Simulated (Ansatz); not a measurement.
# SrLiBr3 (built on the sites of a database entry of BaLiF3): a soft mode frozen in

Wanted: the energy along a soft mode of SrLiBr3 (built on the sites of a database entry of BaLiF3) and the structure at the end.

Calculated with Ansatz 0.2.0; DFT LDA, scalar-relativistic, plane waves, norm-conserving pseudopotentials.

The structure was built from a prototype and need not be the compound's stable phase.

## (1) The structure

The structure is cubic, space group Pm-3m (No. 221). The conventional cell has a = 4.937 Å, b = 4.937 Å, c = 4.937 Å, α = 90.00°, β = 90.00°, γ = 90.00°. Sr has 12 Br at 3.49 Å nearest. Nearest to Li lie 6 Br at 2.47 Å. Br has 2 Li at 2.47 Å and 4 Sr at 3.49 Å nearest. Farther neighbours and most contacts between anions are not listed.

## (2) The dispersion

The cell comes from relaxations at this level that are not shown. Stability and thermal properties need the whole zone. Linear response on a 2×2×2 q mesh gives force constants as far as a supercell of that size would, and the tensors from the zone-centre run are typed in so that the long-range dipole term is interpolated apart.

Input file input.yaml:

```yaml
crystal:
  lattice:
    - [4.9372379283, 0.0, 0.0]
    - [0.0, 4.9372379283, 0.0]
    - [0.0, 0.0, 4.9372379283]
  atoms:
    - { symbol: Sr, position: [0.0, 0.0, 0.0] }
    - { symbol: Li, position: [0.5, 0.5, 0.5] }
    - { symbol: Br, position: [0.0, 0.5, 0.5] }
    - { symbol: Br, position: [0.5, 0.5, 0.0] }
    - { symbol: Br, position: [0.5, 0.0, 0.5] }
kpoints:
  mp_grid: { grid: [4, 4, 4] }
hamiltonian:
  xc: lda
  pseudopotentials: { kind: nc }
scf:
  occupations: { method: fixed }
output:
  eigenvalues: true
phonons:
  method: dfpt
  qmesh: [2, 2, 2]
  temperatures: { t_max: 1000, t_step: 50 }
  qpath:
    path:
      - [[0.0, 0.0, 0.0], [0.0, 0.5, 0.0], [0.5, 0.5, 0.0], [0.0, 0.0, 0.0], [0.5, 0.5, 0.5], [0.0, 0.5, 0.0]]
      - [[0.5, 0.5, 0.5], [0.5, 0.5, 0.0]]
    npoints: 10
  non_analytic_term:
    high_frequency_dielectric_tensor: [[4.1627, 0.0, 0.0], [0.0, 4.1627, 0.0], [0.0, 0.0, 4.1627]]
    born_effective_charges:
      - { species: Sr, tensor: [[2.9488, 0.0, 0.0], [0.0, 2.9488, 0.0], [0.0, 0.0, 2.9488]] }
      - { species: Li, tensor: [[1.13, 0.0, 0.0], [0.0, 1.13, 0.0], [0.0, 0.0, 1.13]] }
      - { species: Br, tensor: [[-1.2182, 0.0, 0.0], [0.0, -1.4303, 0.0], [0.0, 0.0, -1.4303]] }
      - { species: Br, tensor: [[-1.4303, 0.0, 0.0], [0.0, -1.4303, 0.0], [0.0, 0.0, -1.2182]] }
      - { species: Br, tensor: [[-1.4303, 0.0, 0.0], [0.0, -1.2182, 0.0], [0.0, 0.0, -1.4303]] }
    source: "zone-centre run at this cell"
```

Run with:

```console
ansatz run input.yaml --threads 8 --pin off --max-ram 14336MiB --backend cpu --events-out ev --progress --plain --runs-dir out
```

The log of the run:

```text
Engine: ansatz 0.2.0, x86_64-unknown-linux-gnu
Pseudopotentials: kind: nc
Pseudopotential: Sr, nc, valence charge 10, recommended cutoff 925.187132 eV (normal), Sr.nc.azcp (PseudoDojo's, or run here from an input of PseudoDojo's: the run reads no file of this project's for it)
Pseudopotential: Li, nc, valence charge 3, recommended cutoff 1006.821291 eV (normal), Li.nc.azcp (PseudoDojo's, or run here from an input of PseudoDojo's: the run reads no file of this project's for it)
Pseudopotential: Br, nc, valence charge 7, recommended cutoff 598.650497 eV (normal), Br.nc.azcp (PseudoDojo's, or run here from an input of PseudoDojo's: the run reads no file of this project's for it)
Functional definition: SPW92
  exchange = slater_x
  correlation = pw_c
Crystal: 5 atoms, lattice volume = 120.352 Å³
Basis set: ecut = 1006.821291 eV, 8733 PW (Γ), exchange–correlation on 108×108×108 points (8 copies of the dense FFT grid, shifted against one another)
Bands: 22, of which v1, the nominal top of the filled ones, is band 17 counted from 1 (16 counted from 0)
Symmetry: 48 space group operations
k-points: 10 of 64
Non-local potential: Sr, projectors of the file, l = 0: 2, l = 1: 2, l = 2: 2
Non-local potential: Li, projectors of the file, l = 0: 2, l = 1: 2
Non-local potential: Br, projectors of the file, l = 0: 2, l = 1: 2, l = 2: 2
Initial density: superposition of atomic densities (chi_scale 0.1, normalization cell, long waves kept (reshape's long-wave potential 0.00 eV rms))
Initial wavefunctions: pseudopotential atomic-orbital guess
Functional: x = slater, c = lda
SCF iter   1: F=—  HF=-2424.343760 eV  |F-HF|=—  |Δ(HF+E_count)|=         —  Δρ=3.19e-2  dr2=2.03e0  ethr=3.10e-3  ⟨swp⟩=6.1  Hψ=1079  notcnv=0  defer=25
preconditioner: auto → Resta (q_TF=auto, 2.210 Å⁻¹)  ε∞=4.7  [insulator: Δε(μ)=1.912 eV  Ē_g=8.667 eV  n_scr=26 (ndim 8)  ℏωp=16.6 eV  f_vac=0.000  ε∞_Penn≈4.7]
SCF iter   2: F=—  HF=-2423.618799 eV  |F-HF|=—  |Δ(HF+E_count)|=   7.25e-1  Δρ=1.50e-2  dr2=4.96e-1  ethr=3.10e-3  ⟨swp⟩=3.9  Hψ=516  notcnv=0  defer=16
SCF iter   3: F=—  HF=-2423.379161 eV  |F-HF|=—  |Δ(HF+E_count)|=   2.40e-1  Δρ=3.52e-3  dr2=2.02e-2  ethr=1.46e-3  ⟨swp⟩=3.9  Hψ=463  notcnv=0  defer=25
SCF iter   4: F=—  HF=-2423.373768 eV  |F-HF|=—  |Δ(HF+E_count)|=   5.39e-3  Δρ=7.82e-4  dr2=7.68e-4  ethr=5.94e-5  ⟨swp⟩=3.4  Hψ=419  notcnv=0  defer=27
SCF iter   5: F=—  HF=-2423.373767 eV  |F-HF|=—  |Δ(HF+E_count)|=   1.25e-6  Δρ=1.18e-4  dr2=1.91e-5  ethr=2.26e-6  ⟨swp⟩=2.3  Hψ=413  notcnv=0  defer=28
SCF iter   6: F=—  HF=-2423.373766 eV  |F-HF|=—  |Δ(HF+E_count)|=   1.38e-7  Δρ=2.97e-5  dr2=8.36e-7  ethr=5.61e-8  ⟨swp⟩=2.5  Hψ=364  notcnv=0  defer=27
SCF iter   7: F=—  HF=-2423.373875 eV  |F-HF|=—  |Δ(HF+E_count)|=   1.08e-4  Δρ=7.54e-6  dr2=5.39e-8  ethr=2.46e-9  ⟨swp⟩=2.1  Hψ=383  notcnv=0  defer=25
SCF iter   8: F=—  HF=-2423.373875 eV  |F-HF|=—  |Δ(HF+E_count)|=   1.62e-8  Δρ=7.29e-7  dr2=8.22e-10  ethr=1.58e-10  ⟨swp⟩=2.7  Hψ=382  notcnv=0  defer=25
SCF iter   9: F=—  HF=-2423.373875 eV  |F-HF|=—  |Δ(HF+E_count)|=  1.41e-11  Δρ=1.04e-7  dr2=3.66e-11  ethr=2.42e-12  ⟨swp⟩=2.4  Hψ=382  notcnv=0  defer=25
SCF iter  10: F=-2423.373875 eV  HF=-2423.373875 eV  |F-HF|=1.36e-12  |Δ(HF+E_count)|=  9.09e-12  Δρ=3.41e-8  dr2=9.65e-13  ethr=1.00e-12  ⟨swp⟩=16.4  Hψ=1812  notcnv=0
SCF 1 converged in 10 iterations: F = -2423.373875 eV  dr2 = 9.65e-13
NSCF: frozen V_eff on 10 k-points
NSCF: frozen V_eff on 27 k-points
DFPT response loops at q = (0, 0, 0) (fractional): preconditioner auto → none (the input reference at scf.mixing.eps_inf says where Resta's filter doesn't serve); β = 0.50; Broyden in place of MSR1
NSCF: frozen V_eff on 54 k-points
DFPT response loops at q = (0, 0, -0.5) (fractional): preconditioner auto → Resta (q_TF=auto, 2.210 Å⁻¹)  ε∞=4.7 (no band partly filled); β = 1.00, the filter's whole step (`scf.mixing.beta` (0.50) is not read by the response loops at its default; to damp them type it under 1.00, their step now; it binds the ground state too); Broyden in place of MSR1
NSCF: frozen V_eff on 54 k-points
DFPT response loops at q = (0, -0.5, -0.5) (fractional): mixed as the last ones told, above
NSCF: frozen V_eff on 54 k-points
DFPT response loops at q = (-0.5, -0.5, -0.5) (fractional): mixed as the last ones told, above
SCF converged after 10 iterations
Free energy (F): -2423.373875 eV
Harris-Foulkes:  -2423.373875 eV  (|F-HF|=1.36e-12)
Internal energy: -2423.373875 eV  (E = F + TS)
E sigma→0 (E₀):  -2423.373875 eV
Fermi energy:    4.958752 eV
--- Per-component energies (eV) ---
  E_band       = -204.050510
  E_kinetic    = 749.889122
  E_local      = -1230.295958  (includes V_loc(G=0)·N_el)
  E_nonlocal   = 207.380848
  E_hartree    = 299.099833
  E_xc         = -695.919431
  E_vxc        = -529.224171  (∫ρ·V_xc dr)
  E_ewald      = -1753.528289
  E_smearing   = -0.000000  (= −TS)
  E_closure    = 0.000000  (closes the sum)
  Σ components = -2423.373875   (vs F -2423.373875, Δ=0.00e0)
--- Band table (eV; the first three rows and the last of 10) ---
  k-point 0: bands = [... 13 lower, 3.7603, 4.6848, 4.6848, 4.6848, 7.6421, 8.3017, 8.3017, 9.2727, ... 1 higher]
  k-point 1: bands = [... 13 lower, 3.4849, 3.9047, 4.4547, 4.4547, 8.6905, 8.8423, 9.2228, 9.4316, ... 1 higher]
  k-point 2: bands = [... 13 lower, 3.1598, 3.1598, 4.2688, 4.2688, 9.5314, 9.6239, 10.2341, 10.2524, ... 1 higher]
  k-point 9: bands = [... 13 lower, 4.7518, 4.9588, 4.9588, 4.9588, 8.3306, 9.4614, 9.4614, 9.4614, ... 1 higher]
--- Phonons (Γ-DFPT): 4 representative perturbations + reference (Σ response iterations 12) ---
  ASR residual: 7.859e-5 → 0.000e0 eV/Å²; symmetrization residual: 1.593e-7 eV/Å²
  ASR residual per site (eV/Å²): 7.86e-5 1.46e-5 6.40e-6 6.40e-6 6.40e-6
  Γ frequencies (cm⁻¹): -58.40 -58.40 -58.40 0.00 0.00 0.00 29.72 29.72 29.72 121.02 121.02 121.02 346.62 346.62 346.62
--- Phonons (arbitrary-q DFPT): 4 irreducible q on the 2×2×2 mesh ---
  q = [0.0000, 0.0000, 0.0000] (star 1, of the zone-centre solve; hermiticity 4.93e-8, symmetrization 7.18e-15): -58.40 -58.40 -58.40 0.00 0.00 0.00 29.72 29.72 29.72 121.02 121.02 121.02 346.62 346.62 346.62
  q = [0.0000, 0.0000, -0.5000] (star 3, 9 solved perturbations in 216 linear systems a pass and spin channel, the states on 27 of 64 k-point pairs; hermiticity 1.65e-7, symmetrization 1.56e-13, the responses' own estimated error 2.4e-5 eV/Å²): -47.98 -47.98 18.61 18.61 50.81 65.17 65.17 94.28 95.56 117.28 117.28 160.73 348.54 348.54 365.97
  q = [0.0000, -0.5000, -0.5000] (star 3, 9 solved perturbations in 216 linear systems a pass and spin channel, the states on 27 of 64 k-point pairs; hermiticity 1.22e-7, symmetrization 9.89e-14, the responses' own estimated error 2.8e-5 eV/Å²): -82.03 -39.05 -39.05 -34.63 63.75 63.75 84.72 84.72 113.09 116.20 131.51 173.97 350.66 372.27 372.27
  q = [-0.5000, -0.5000, -0.5000] (star 1, 4 solved perturbations in 81 linear systems a pass and spin channel, the states on 27 of 64 k-point pairs; hermiticity 5.24e-8, symmetrization 4.03e-13, the responses' own estimated error 2.8e-5 eV/Å²): -84.89 -84.89 -84.89 -46.19 -46.19 -46.19 111.46 111.46 111.46 129.48 129.48 187.75 380.04 380.04 380.04
  sum rule: each row above includes the acoustic sum rule's correction from the zone centre's row sums; it moved no ω² by more than (0.76 cm⁻¹)²
  mesh force constants: q→R imaginary residual 5.92e-18; ASR residual 7.859e-5 → 0.000e0 eV/Å²; symmetrization residual 7.994e-15 eV/Å²
  interpolated dispersion: 63 rows × 15 modes
  density of states and harmonic sums: on the 14×14×14 q-mesh, interpolated from the force constants of a 2×2×2 supercell (with the dipole–dipole term of supplied tensors)
  largest difference from the sums on the solved wave vectors: F 1.10e-2 eV, S 1.26e-5 and C_V 9.17e-7 eV/K
  zero-point energy: 0.114681 eV/cell   skipped modes (ω ≤ 0): 451, of them read as no rigid motion or as one in doubt: 448 (3.750e0 modes/cell left out, lowest -84.89 cm⁻¹)   left out of the sums: 2.50e-1 of the cell's modes: C_V's classical limit lies that fraction below 3 k_B per atom; for a crystal, a wire or a layer, F and S can be off by more, and a phonons.interpolated_qmesh denser along its periods is the remedy for the sampling
```

Wall time 52 s (8 threads of Intel Xeon Platinum 8488C (Sapphire Rapids), shared host); peak memory 1.4 GiB.

The column dr2 measures how far the density is from self-consistency, as an energy; F and HF (Harris–Foulkes) agree once it is small.

A gap read on the k-mesh alone can miss the band edges.

Numbers from this step:

| Item | Value |
| --- | --- |
| gap on the k-mesh | 2.683 eV |
| volume per atom | 24.07 Å³ |
| sum-rule residual before enforcement | 7.86e-5 eV/Å² |
| lowest frequency on the path | -84.89 cm⁻¹ |
| point group | m-3m |
| highest frequency on the path or at a solved wavevector | 380.0 cm⁻¹ |
| highest optical mode at the zone centre (no LO-TO term) | 346.6 cm⁻¹ |
| lowest optical zone-centre mode | -58.4 cm⁻¹ |
| lowest mode on the q mesh (acoustic modes at Γ apart) | -84.89 cm⁻¹ |

Frequencies (cm⁻¹) solved at each irreducible wavevector; negative means imaginary. Frequencies by wavevector, by row:

```tsv
q in reciprocal lattice units	star	mode 1	mode 2	mode 3	mode 4	mode 13	mode 14	mode 15
0 0 0	1	-58.4	-58.4	-58.4	0	346.6	346.6	346.6
0 0 -0.5	3	-48	-48	18.6	18.6	348.5	348.5	366
0 -0.5 -0.5	3	-82	-39	-39	-34.6	350.7	372.3	372.3
-0.5 -0.5 -0.5	1	-84.9	-84.9	-84.9	-46.2	380	380	380
```

Interpolated from a 2×2×2 q mesh, with the LO-TO term (at Γ the limit along the path; where Γ stands inside the path, tables give the limit on arrival). The phonon branches at the labelled points (cm⁻¹):

```tsv
point	branch 1	branch 2	branch 3	branch 4	branch 12	branch 13	branch 14	branch 15
Γ	-58	-58	0	0	133	347	347	376
halfway	-54	-54	18	18	141	348	348	371
X	-48	-48	19	19	161	348	348	366
halfway	-62	-42	-37	22	163	350	361	369
M	-82	-39	-39	-35	174	351	372	372
halfway	-52	-48	-27	28	149	349	354	371
Γ	-58	-58	0	0	133	347	347	376
halfway	-51	-51	-46	-21	157	357	357	371
R	-85	-85	-85	-46	188	380	380	380
halfway	-63	-61	-44	-42	169	361	366	372
X	-48	-48	19	19	161	348	348	366
jump to R	-85	-85	-85	-46	188	380	380	380
halfway	-84	-62	-62	-41	179	365	376	376
M	-82	-39	-39	-35	174	351	372	372
```

Symmetry leaves 4 wavevectors to solve. The lowest mode among them, the acoustic zeros apart, lies at q = (-0.5, -0.5, -0.5) and is imaginary, 84.9i cm⁻¹, so the energy falls along it.

## (3) The mode frozen in, largest atomic shift 0 Å

The mode followed lies at q = (-0.5, -0.5, -0.5) with frequency 84.9i cm⁻¹ and is 3-fold degenerate, the softest among the wavevectors solved. At small amplitude the distorted cell has space group no. 74 by a symmetry search on the positions. The undistorted cell that holds it gives the zero of energy on the same k mesh.

System of this step: SrLiBr3 (built on the sites of a database entry of BaLiF3). Symmetry: Pm-3m, No. 221, cubic system. Conventional cell: a = 4.937 Å, b = 4.937 Å, c = 4.937 Å, α = 90.00°, β = 90.00°, γ = 90.00°. Nearest to Sr lie 12 Br at 3.49 Å. Li has 6 Br at 2.47 Å nearest. Br has 2 Li at 2.47 Å and 4 Sr at 3.49 Å nearest. Farther neighbours and most contacts between anions are not listed.

Input file input.yaml:

```yaml
crystal:
  lattice:
    - [4.9372379283, 4.9372379283, 0.0]
    - [4.9372379283, 0.0, 4.9372379283]
    - [4.9372379283, 0.0, -4.9372379283]
  atoms:
    - { symbol: Sr, position: [0.0, 0.0, 0.0] }
    - { symbol: Sr, position: [0.0, 0.5, 0.5] }
    - { symbol: Li, position: [0.5, 0.25, 0.75] }
    - { symbol: Li, position: [0.5, 0.75, 0.25] }
    - { symbol: Br, position: [0.5, 0.0, 0.5] }
    - { symbol: Br, position: [0.5, 0.5, 0.0] }
    - { symbol: Br, position: [0.5, 0.0, 0.0] }
    - { symbol: Br, position: [0.5, 0.5, 0.5] }
    - { symbol: Br, position: [0.0, 0.5, 0.0] }
    - { symbol: Br, position: [0.0, 0.0, 0.5] }
kpoints:
  mp_grid: { grid: [4, 4, 4] }
hamiltonian:
  xc: lda
  pseudopotentials: { kind: nc }
scf:
  occupations: { method: gaussian, width: 0.02 }
output:
  forces: true
  stress: true
  eigenvalues: true
```

The log of the run:

```text
[...]
Crystal: 10 atoms, lattice volume = 240.703 Å³
Basis set: ecut = 1006.821291 eV, 17477 PW (Γ)
Bands: 44, of which v1, the nominal top of the filled ones, is band 34 counted from 1 (33 counted from 0)
Symmetry: 96 space group operations
[...]
k-points: 8 of 64
[...]
k-point 0: bands = [... 30 lower, 4.7516, 4.9587, 4.9587, 4.9587, 7.6421, 8.3017, 8.3018, 8.3306, ... 4 higher]
  k-point 1: bands = [... 30 lower, 4.6366, 4.7484, 4.7833, 4.7833, 8.4097, 8.7745, 8.7745, 8.8556, ... 4 higher]
  k-point 2: bands = [... 30 lower, 4.6574, 4.6574, 4.6574, 4.6574, 9.0979, 9.0979, 9.4974, 9.4974, ... 4 higher]
  k-point 7: bands = [... 30 lower, 4.2955, 4.2955, 4.4088, 4.4088, 10.0367, 10.0367, 10.1802, 10.1802, ... 4 higher]
[key lines of the parts left out:]
SCF converged after 7 iterations
Free energy (F): -4846.748227 eV
Fermi energy:    6.300470 eV
P = ⅓ Tr σ = -0.0013 GPa (-0.013 kbar)
```

The job ended after 1.9 s (8 threads; peak memory 1.7 GiB).

This step gave:

```yaml
pressure: -0.001265 GPa
energy_from_the_undistorted_cell: 0 meV/atom
```

At this level the gap is 2.68 eV on the k-mesh of the self-consistent run, which can miss the band edges.

## (4) The mode frozen in, largest atomic shift 0.6 Å

The atoms are moved along the unstable eigenvector, the largest shift by 0.6 Å, with the cell fixed.

input.yaml, the sections that differ from step 3:

```yaml
crystal:
  lattice:
    - [4.9372379283, 4.9372379283, 0.0]
    - [4.9372379283, 0.0, 4.9372379283]
    - [4.9372379283, 0.0, -4.9372379283]
  atoms:
    - { symbol: Sr, position: [0.0, 0.0, 0.0] }
    - { symbol: Sr, position: [0.0, 0.5, 0.5] }
    - { symbol: Li, position: [0.5, 0.25, 0.75] }
    - { symbol: Li, position: [0.5, 0.75, 0.25] }
    - { symbol: Br, position: [0.5, 0.0429657305, 0.4570342695] }
    - { symbol: Br, position: [0.5, 0.4570342695, 0.0429657305] }
    - { symbol: Br, position: [0.585931461, -0.085931461, -0.085931461] }
    - { symbol: Br, position: [0.414068539, 0.585931461, 0.585931461] }
    - { symbol: Br, position: [0.0, 0.4570342695, 0.0429657305] }
    - { symbol: Br, position: [0.0, 0.0429657305, 0.4570342695] }
# kpoints, hamiltonian, scf, output: as in step 3
```

The log of the run:

```text
[...]
Crystal: 10 atoms, lattice volume = 240.703 Å³
Basis set: ecut = 1006.821291 eV, 17477 PW (Γ)
Bands: 44, of which v1, the nominal top of the filled ones, is band 34 counted from 1 (33 counted from 0)
Symmetry: 8 space group operations
[...]
k-points: 18 of 64
[...]
k-point 0: bands = [... 30 lower, 4.2560, 4.4844, 4.5260, 4.6463, 7.9994, 8.8039, 9.3121, 9.4971, ... 4 higher]
  k-point 1: bands = [... 30 lower, 4.1669, 4.3628, 4.4776, 4.5717, 8.5347, 8.9541, 9.5494, 9.6913, ... 4 higher]
  k-point 2: bands = [... 30 lower, 4.2709, 4.3004, 4.4572, 4.4945, 9.0016, 9.1828, 9.8131, 9.8861, ... 4 higher]
  k-point 17: bands = [... 30 lower, 3.9535, 3.9535, 4.1799, 4.1799, 9.7929, 9.7929, 10.0402, 10.0402, ... 4 higher]
[key lines of the parts left out:]
SCF converged after 8 iterations
Free energy (F): -4847.618925 eV
Fermi energy:    6.322853 eV
P = ⅓ Tr σ = 0.6931 GPa (6.931 kbar)
```

Run time: 4.4 s. Hardware: 8 threads; peak memory 2.1 GiB; 33 s of CPU time.

Numbers from this step:

| Property | Result |
| --- | --- |
| pressure | 0.6931 GPa |
| gap on the k-mesh | 3.353 eV |
| energy from the undistorted cell | -87.07 meV/atom |

The energy, extrapolated to zero smearing, is -87.07 meV/atom against the undistorted cell.

The run ends at a pressure of 0.69 GPa, with forces up to 0.57 eV/Å.

## (5) Energy along the mode, all amplitudes (two of the runs are shown above)

An imaginary frequency means negative curvature, so the energy should fall and then rise again as anharmonic terms take over.

This step gave:

| Item | Value |
| --- | --- |
| depth at the lowest point sampled | 87.07 meV/atom |
| largest atomic shift at that point | 0.6 Å |

The energy from the parent by largest atomic shift:

```tsv
largest atomic shift (Å)	energy from the parent (meV/atom)
0.000	0
0.040	-0.676
0.080	-2.68
0.140	-8.06
0.220	-19.1
0.320	-37.2
0.450	-63.4
0.600	-87.1
```

Displacement at unit largest shift by atom:

```tsv
atom	x (Å)	y (Å)	z (Å)	size
Sr1	0.000	0.000	0.000	0.000
Sr2	0.000	0.000	0.000	0.000
Li3	0.000	0.000	0.000	0.000
Li4	0.000	0.000	0.000	0.000
Br5	0.000	0.000	0.707	0.707
Br6	0.000	0.000	-0.707	0.707
Br7	-0.707	0.707	0.000	1.000
Br8	0.707	-0.707	0.000	1.000
Br9	0.000	0.000	-0.707	0.707
Br10	0.000	0.000	0.707	0.707
```

The lowest of the steps tried is the last one, at 0.6 Å, 87.1 meV/atom below the parent; the bottom of the well need not coincide with a step.

(Continued in part 2 of 2.)

[Logs are printed without paths, hosts, clocks, repeated set-up lines and the standing remarks that a program may print on its own settings, such as how far it seeks lower states.]

[Hosts, paths, dates, database ids (printed as entryN), source tags and the programs' standing remarks are cut or masked in the printed files.]
